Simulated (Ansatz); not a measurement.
# Ti2COS MXene monolayer in a perpendicular field

Wanted: the out-of-plane response of the Ti2COS MXene monolayer. A positive field points along +c.

Calculated with Ansatz 0.2.0; plane-wave DFT, PBE-D3(BJ), Ansatz PAW (set soft_1); PAW set soft_1.

Most raw output is cut from this account.

## Step 1: Starting point

The cell holds 5 atoms: 1 S, 2 Ti, 1 C and 1 O. Its edges and angles: a = 3.100 Å, b = 3.100 Å, c = 41.576 Å, α = 90.0°, β = 90.0°, γ = 120.0°. Vacuum lies along c.

## Step 2: Relaxing the slab

The starting cell is a guess, so the in-plane lattice and the atoms are relaxed first, with the slab cut off from its images along the normal.

Contents of input.yaml:

```yaml
crystal:
  lattice:
    - [3.10024, 0.0, 0.0]
    - [-1.55012, 2.6848865978, 0.0]
    - [0.0, 0.0, 41.5757761196]
  atoms:
    - { symbol: S, position: [0.3333333333, 0.6666666667, 0.4365522834] }
    - { symbol: Ti, position: [0.6666666667, 0.3333333333, 0.4781864768], spin: 1.0 }
    - { symbol: C, position: [0.0, 0.0, 0.5076091892] }
    - { symbol: Ti, position: [0.3333333333, 0.6666666667, 0.5370319017], spin: 1.0 }
    - { symbol: O, position: [0.6666666667, 0.3333333333, 0.5634477166] }
  periodic: [true, true, false]
magnetization:
  spin_polarized: true
kpoints:
  mp_grid: { grid: [12, 12, 1] }
hamiltonian:
  xc: pbe
  dispersion: d3bj
  pseudopotentials: { kind: paw, azcp: { folder: soft_1 } }
scf:
  occupations: { method: fermi_dirac, width: 0.05 }
  convergence: { dr2_threshold: 1.0e-09 }
relax:
  f_tol: 0.004
  max_steps: 90
  cell: {}
output:
  write_potential: true
  write_density: true
  volumetric_format: npy
```

Launch:

```
$ ansatz run input.yaml --threads 2 --pin off --max-ram 3072MiB --backend cpu --events-out ev --progress --plain --runs-dir out
```

Run time: 94 s. Hardware: 2 threads of Intel Xeon Platinum 8559C (Emerald Rapids), shared host; peak memory 0.88 GiB; 3 min of CPU time.

Step by step:

| step | energy less that of the first step (eV) | largest force component (eV/Å) | volume (Å³) |
| --- | --- | --- | --- |
| 1 | 0.0000 | 3.3421 | 346.07 |
| 2 | -0.4481 | 0.8999 | 345.16 |
| 3 | -0.4584 | 0.5187 | 337.89 |
| 4 | -0.4711 | 0.0710 | 341.40 |
| 5 | -0.4715 | 0.0232 | 340.83 |
| 6 | -0.4715 | 0.0155 | 341.12 |
| 7 | -0.4715 | 0.0001 | 341.02 |
| 8* | -0.4704 | 0.0005 | 341.02 |

Relaxation steps marked * repeat the geometry before them on a plane-wave basis chosen anew for their cell, so energy and pressure can jump there.

The run keeps the 6 symmetry operations that it works with, so distortions that break them were not tested.

```
cell as run  before  after  change
      a (Å)   3.100  3.078  -0.7 %
      b (Å)   3.100  3.078  -0.7 %
```

The atoms that moved most (Å, along periodic axes as changes of fractional coordinates times the final cell, across vacuum about the mean position):

```
atom     dx     dy      dz  length
  O5  0.000  0.000  -0.156   0.156
  S1  0.000  0.000   0.132   0.132
 Ti4  0.000  0.000   0.059   0.059
  C3  0.000  0.000  -0.036   0.036
```

Final coordinates:

```xyz
5
Lattice="3.0776 0.0000 0.0000 -1.5388 2.6652 0.0000 0.0000 0.0000 41.5758" Properties=species:S:1:pos:R:3
S     0.0000    1.7768   18.2818
Ti    1.5388    0.8884   19.8823
C     0.0000    0.0000   21.0680
Ti    0.0000    1.7768   22.3867
O     1.5388    0.8884   23.2698
```

Numbers from this step:

- energy at zero smearing: -6726.3736 eV

The lattice constant a goes from 3.100 to 3.078 Å.

## Step 3: Single point, field 0

A sawtooth potential applies the field, turning back in the middle of the vacuum. With the dipole correction the typed value is the field outside the slab. The induced dipole is small, so the SCF threshold is tight.

The cell differs from the one that the last finished run ended in (c 41.576 → 22.988 Å).

Contents of input.yaml:

```yaml
crystal:
  lattice:
    - [3.0775559054, 0.0, 0.0]
    - [-1.5387779527, 2.6652415957, 0.0]
    - [0.0, 0.0, 22.9879713108]
  atoms:
    - { symbol: S, position: [0.3333333333, 0.6666666667, 0.3915091018] }
    - { symbol: Ti, position: [0.6666666667, 0.3333333333, 0.4611313646] }
    - { symbol: C, position: [0.0, 0.0, 0.5127142261] }
    - { symbol: Ti, position: [0.3333333333, 0.6666666667, 0.5700765711] }
    - { symbol: O, position: [0.6666666667, 0.3333333333, 0.6084908982] }
kpoints:
  mp_grid: { grid: [18, 18, 1] }
  band_path:
    path: [[0, 0, 0], [0.5, 0, 0], [0.33333333, 0.33333333, 0], [0, 0, 0]]
    npoints: 16
hamiltonian:
  xc: pbe
  dispersion: d3bj
  pseudopotentials: { kind: paw, azcp: { folder: soft_1 } }
scf:
  occupations: { method: fermi_dirac, width: 0.02585 }
  convergence: { dr2_threshold: 1.0e-10 }
efield:
  axis: 3
  dipole_correction: true
  ramp_position: 0.97
  ramp_width: 0.06
  amplitude: 0
output:
  dos: { projected: true, e_range: [-6, 5] }
  write_potential: true
  write_density: true
  volumetric_format: npy
  elf: true
```

Run time: 11 s. Hardware: 2 threads; peak memory 0.73 GiB.

This step gave:

* energy at zero smearing: -6726.3751 eV
* work function, upper face: 5.553 eV
* work function, lower face: 5.897 eV
* dipole along the normal: 0.01559 e·Å
* step between the vacuum levels: -0.3441 eV

Running mean over a fixed 2.7 Å (it still follows the layers) of the planar mean; the ramp of the sawtooth is left out. Electron's electrostatic potential energy less the Fermi level against z:

```
z (Å)  electron's electrostatic potential energy less the Fermi level (eV)
  3.5                                                                 5.90
  4.0                                                                 5.90
  4.5                                                                 5.90
  5.0                                                                 5.90
  5.5                                                                 5.89
  6.0                                                                 5.86
  6.5                                                                 5.73
  7.0                                                                 5.05
  7.5                                                                 2.92
  8.0                                                                0.248
  8.5                                                                -1.93
  9.0                                                                -4.57
  9.5                                                                -7.59
 10.0                                                                -8.98
 10.5                                                                -8.97
 11.0                                                                -8.85
 11.5                                                                -9.41
 12.0                                                                -9.71
 12.5                                                                -9.98
 13.0                                                                -9.64
 13.5                                                                -7.89
 14.0                                                                -5.62
 14.5                                                                -2.40
 15.0                                                                 1.07
 15.5                                                                 3.93
 16.0                                                                 5.28
 16.5                                                                 5.51
 17.0                                                                 5.55
 17.5                                                                 5.55
 18.0                                                                 5.55
 18.5                                                                 5.55
 19.0                                                                 5.55
 19.5                                                                 5.55
```

The density of states has structure finer than the step of the table below, so its rows give means over 0.25 eV, whole bins alone (the curve runs from -6 to 1.39 eV). Peaks (eV: height): -5.480: 10.3, -4.590: 20.4, -4.320: 7.60, -3.770: 18.4, -2.830: 10.5, -2.770: 11.9, -2.720: 10.2.

Density of states against energy, zero at the Fermi level; means over each step:

```
energy (eV)  density of states (states/eV a cell)
      -5.75                                  2.01
      -5.50                                  4.70
      -5.25                                  1.97
      -5.00                                  4.16
      -4.75                                  5.44
      -4.50                                  6.01
      -4.25                                  2.96
      -4.00                                  2.03
      -3.75                                  6.33
      -3.50                                 0.679
      -3.25                                 0.931
      -3.00                                  3.53
      -2.75                                  6.98
      -2.50                                  3.64
      -2.25                                  3.42
      -2.00                                  3.39
      -1.75                                  3.52
      -1.50                                  1.90
      -1.25                                  2.01
      -1.00                                  1.63
      -0.75                                  1.64
      -0.50                                 0.785
      -0.25                                 0.497
       0.00                                  1.26
       0.25                                  1.67
       0.50                                  2.34
       0.75                                  2.19
       1.00                                  1.30
       1.25                                  2.57
```

Projected DOS per atom over height of the atomic layer and energy from the Fermi level. Layers: S Ti C Ti O from below.

Ten even steps from '_' (0.01 states/eV) to '@' (3.19 states/eV), each cell a mean:
```
__..__--__
__..__::__
__::__--__
__..__..__
__________
..________
::..______
::________
::__..____
++..::____
--::::..__
..::--....
====++..::
::....____
__________
==--==..--
..______..
--..::::@@
____..::##
........==
____..::**
______..::
```
Columns: height of the atomic layer (Å) from 9 to 14.0 (not evenly spaced); rows upwards: energy from the Fermi level (eV) from -5.96 to 1.33.

The electronic bands at the labelled points (eV, zero at the Fermi level):

```csv
point,band 17,band 18,band 19,band 20,band 21,band 22,band 23,band 24
Γ,-1.95,-1.31,0.58,0.58,0.91,0.91,1.15,1.72
halfway,-2.68,-2.14,-1.31,-0.55,0.17,1.43,1.76,2.22
M,-3.16,-2.40,-1.77,-0.67,-0.13,1.54,1.95,2.25
halfway,-3.05,-2.75,-2.28,-1.94,0.75,1.63,1.88,2.50
K,-3.63,-2.90,-2.68,-2.40,1.22,1.41,2.31,2.56
halfway,-2.76,-2.29,-1.70,-1.25,0.76,1.14,1.94,2.35
Γ,-1.95,-1.31,0.58,0.58,0.91,0.91,1.15,1.72
```

Electrostatic potential energy in the ca plane at fractional y = 0.333, with atoms of Ti and O within 0.2 Å of it. With pseudopotentials it is smooth inside the atoms' cores, unlike the true potential.

Values in eV, 5 rows by 16 columns, each cell a mean:
```
  6   6   6   6   6   6   4   0 -24 -19   0  -5 -13   5   6   6
  6   6   6   6   6   6   5  -1 -35 -29   0 -12 -33   5   6   6
  6   6   6   6   6   6   4  -1 -24 -19   0  -6 -14   5   6   6
  6   6   6   6   6   5   1  -5  -3  -2  -3 -12   0   5   5   6
  6   6   6   6   6   5   1  -5  -2  -2  -3 -12   0   5   5   6
```
Columns run along c (16.0 Å, from fractional 0.08 to 0.77 of the cell; values clipped at the 3rd and 97th percentile), rows up along a (3.1 Å). Atoms in or near the plane, at fractional coordinates: Ti at (0.46, 0.67), O at (0.61, 0.67).

Valence density in the ca plane at fractional y = 0.333, with atoms of Ti and O within 0.2 Å of it. It is the smooth field of the valence electrons, not physical close to the nuclei.

Ten steps, logarithmic in the rise over the least value, from '0' (0 e/Å³) to '9' (11 e/Å³), each cell a mean:
```
00000001122234553222224543100000000000000000
00000000112258985221236875200000000000000000
00000000011258996211237986300000000000000000
00000000112247885221235775200000000000000000
00000001223334543222223442100000000000000000
00000001233332223333333211000000000000000000
00000001334332223333343210000000000000000000
00000001233332223333333221000000000000000000
```
Columns run along c (16.0 Å, from fractional 0.24 to 0.94 of the cell), rows up along a (3.1 Å). Atoms in or near the plane, at fractional coordinates: Ti at (0.46, 0.67), O at (0.61, 0.67).

ELF in the ca plane at fractional y = 0.333, with atoms of Ti and O within 0.2 Å of it. It is the smooth field of the valence electrons, not physical close to the nuclei.

Values, 5 rows by 16 columns, each cell a mean:
```
0.00 0.01 0.12 0.41 0.32 0.49 0.29 0.20 0.70 0.61 0.09 0.00 0.00 0.00 0.00 0.00
0.00 0.00 0.02 0.12 0.36 0.68 0.14 0.31 0.62 0.73 0.15 0.00 0.00 0.00 0.00 0.00
0.00 0.01 0.14 0.41 0.33 0.50 0.27 0.20 0.69 0.61 0.09 0.00 0.00 0.00 0.00 0.00
0.00 0.05 0.46 0.75 0.51 0.25 0.64 0.20 0.19 0.16 0.01 0.00 0.00 0.00 0.00 0.00
0.00 0.05 0.47 0.77 0.52 0.26 0.65 0.19 0.16 0.14 0.01 0.00 0.00 0.00 0.00 0.00
```
Columns run along c (16.0 Å, from fractional 0.24 to 0.94 of the cell), rows up along a (3.1 Å). Atoms in or near the plane, at fractional coordinates: Ti at (0.46, 0.67), O at (0.61, 0.67).

The work function of the upper face is 5.55 eV.

## Step 4: Single point, field 0.1 V/Å

input.yaml, as its differences from that of step 3:

```diff
@@ -26,7 +26,6 @@
   dipole_correction: true
-  ramp_position: 0.97
-  ramp_width: 0.06
-  amplitude: 0
+  ramp_position: 0.9347
+  ramp_width: 0.1305
+  amplitude: 0.1
 output:
-  dos: { projected: true, e_range: [-6, 5] }
   write_potential: true
@@ -34,2 +33 @@
   volumetric_format: npy
-  elf: true
```

The job ended after 10 s (2 threads; peak memory 0.63 GiB).

The dipole is 0.0451 e·Å, 0.0295 e·Å from its value without field.

## Step 5: Single point, field -0.1 V/Å

input.yaml, as its differences from that of step 4:

```diff
@@ -28,3 +28,3 @@
   ramp_width: 0.1305
-  amplitude: 0.1
+  amplitude: -0.1
 output:
```

Elapsed: 10 s, on 2 threads; peak memory 0.64 GiB; 21 s of CPU time.

The dipole is -0.0139 e·Å, -0.0295 e·Å from its value without field.

## Step 6: Response, atoms held

This step: plane-wave DFT, PBE-D3(BJ), Ansatz PAW (set soft_1); response to a field along the normal, atoms held; PAW set soft_1 (Ansatz 0.2.0).

The dipoles give the slope, and the difference of two potentials shows where the field is screened.

Numbers from this step:

* equivalent conductor thickness p/(ε₀AE): 6.511 Å
* distance between the outer atoms: 4.988 Å

Dipole of the cell against applied field:

| applied field (V/Å) | dipole of the cell (e·Å) |
| --- | --- |
| -0.1000 | -0.0139 |
| 0.0000 | 0.0156 |
| 0.1000 | 0.0451 |

Local field over the applied field, running mean. From the potentials at -0.1 and 0.1 V/Å; running mean over 2.5 Å. The local field over applied field by z:

z (Å), local field over applied field and a bar:
```
      4.5      0.999 ##############################
      5.0      0.997 ##############################
      5.5      0.991 ##############################
      6.0      0.974 #############################
      6.5      0.927 ############################
      7.0      0.825 #########################
      7.5      0.668 ####################
      8.0      0.490 ##############
      8.5      0.306 #########
      9.0      0.152 ####
      9.5      0.063 #
     10.0      0.031 
     10.5      0.021 
     11.0      0.024 
     11.5      0.032 
     12.0      0.037 
     12.5      0.046 #
     13.0      0.085 ##
     13.5      0.170 #####
     14.0      0.312 #########
     14.5      0.480 ##############
     15.0      0.656 ###################
     15.5      0.810 ########################
     16.0      0.921 ############################
     16.5      0.974 #############################
     17.0      0.992 ##############################
     17.5      0.998 ##############################
     18.0      0.999 ##############################
     18.5      1.000 ##############################
```

Electrons, planar mean, per unit field. Table of induced electron density by z:

| z (Å) | induced electron density (e/Å³ per V/Å) |
| --- | --- |
| 4.5 | 3.2e-6 |
| 5.0 | 1.1e-5 |
| 5.5 | 3.7e-5 |
| 6.0 | 1.2e-4 |
| 6.5 | 3.5e-4 |
| 7.0 | 9.7e-4 |
| 7.5 | 0.00233 |
| 8.0 | 0.00375 |
| 8.5 | 0.00218 |
| 9.0 | 0.00101 |
| 9.5 | 6.9e-4 |
| 10.0 | -6.9e-4 |
| 10.5 | -2.1e-4 |
| 11.0 | 1.7e-4 |
| 11.5 | 1.1e-4 |
| 12.0 | 1.8e-4 |
| 12.5 | -6.3e-4 |
| 13.0 | -2.8e-5 |
| 13.5 | -7.8e-4 |
| 14.0 | -0.00160 |
| 14.5 | -0.00360 |
| 15.0 | -0.00274 |
| 15.5 | -0.00109 |
| 16.0 | -3.6e-4 |
| 16.5 | -1.1e-4 |
| 17.0 | -2.9e-5 |
| 17.5 | -7.8e-6 |
| 18.0 | -2.1e-6 |
| 18.5 | -5.4e-7 |

By hand: between -0.1 and 0.1 V/Å the dipole changes by 0.05903 e·Å, a slope of 0.2951 e·Å²/V. A perfect conductor of thickness t has p = ε₀AEt, so t = 180.95 × 0.2951 / 8.202 = 6.51 Å (e/ε₀ = 180.95 V·Å, A in Å²).

The induced dipole is that of a conductor 6.51 Å thick.

## Step 7: Summary of results

| Property | Result |
| --- | --- |
| gap without field | none |
| work function, upper face | 5.55 eV |
| step between the vacuum levels | -0.344 eV |
| equivalent conductor thickness, atoms held | 6.51 Å |

**Reading.** The induced dipole equals that of a perfect conductor 6.51 Å thick, while the outer atoms lie 4.99 Å apart. The two faces differ: the vacuum level above lies 0.34 eV lower than the one below. There is no gap over 0.03 eV, with or without the field. The first relaxation ran with spin and lost its moment, and the later runs have none; other magnetic states were not tried. The MXene's terminations sit over the metal atoms of its far layer; the site over carbon or nitrogen, which some compounds prefer, was not run.

[Logs are printed without paths, hosts, clocks, repeated set-up lines and the standing remarks that a program may print on its own settings, such as how far it seeks lower states.]

[Hosts, paths, dates, database ids (printed as entryN), source tags and the programs' standing remarks are cut or masked in the printed files.]

[Maps of the electrostatic potential energy from Ansatz leave out the sawtooth potential of an applied field or a dipole correction, so their vacuum need not be flat; planar profiles and work functions include it.]

[The density of states shown here was stored with 400 of the rows of the run's finer table, so its peaks can read low, often by over a quarter, or be missed, and its means over a window can be off by a tenth or more.]
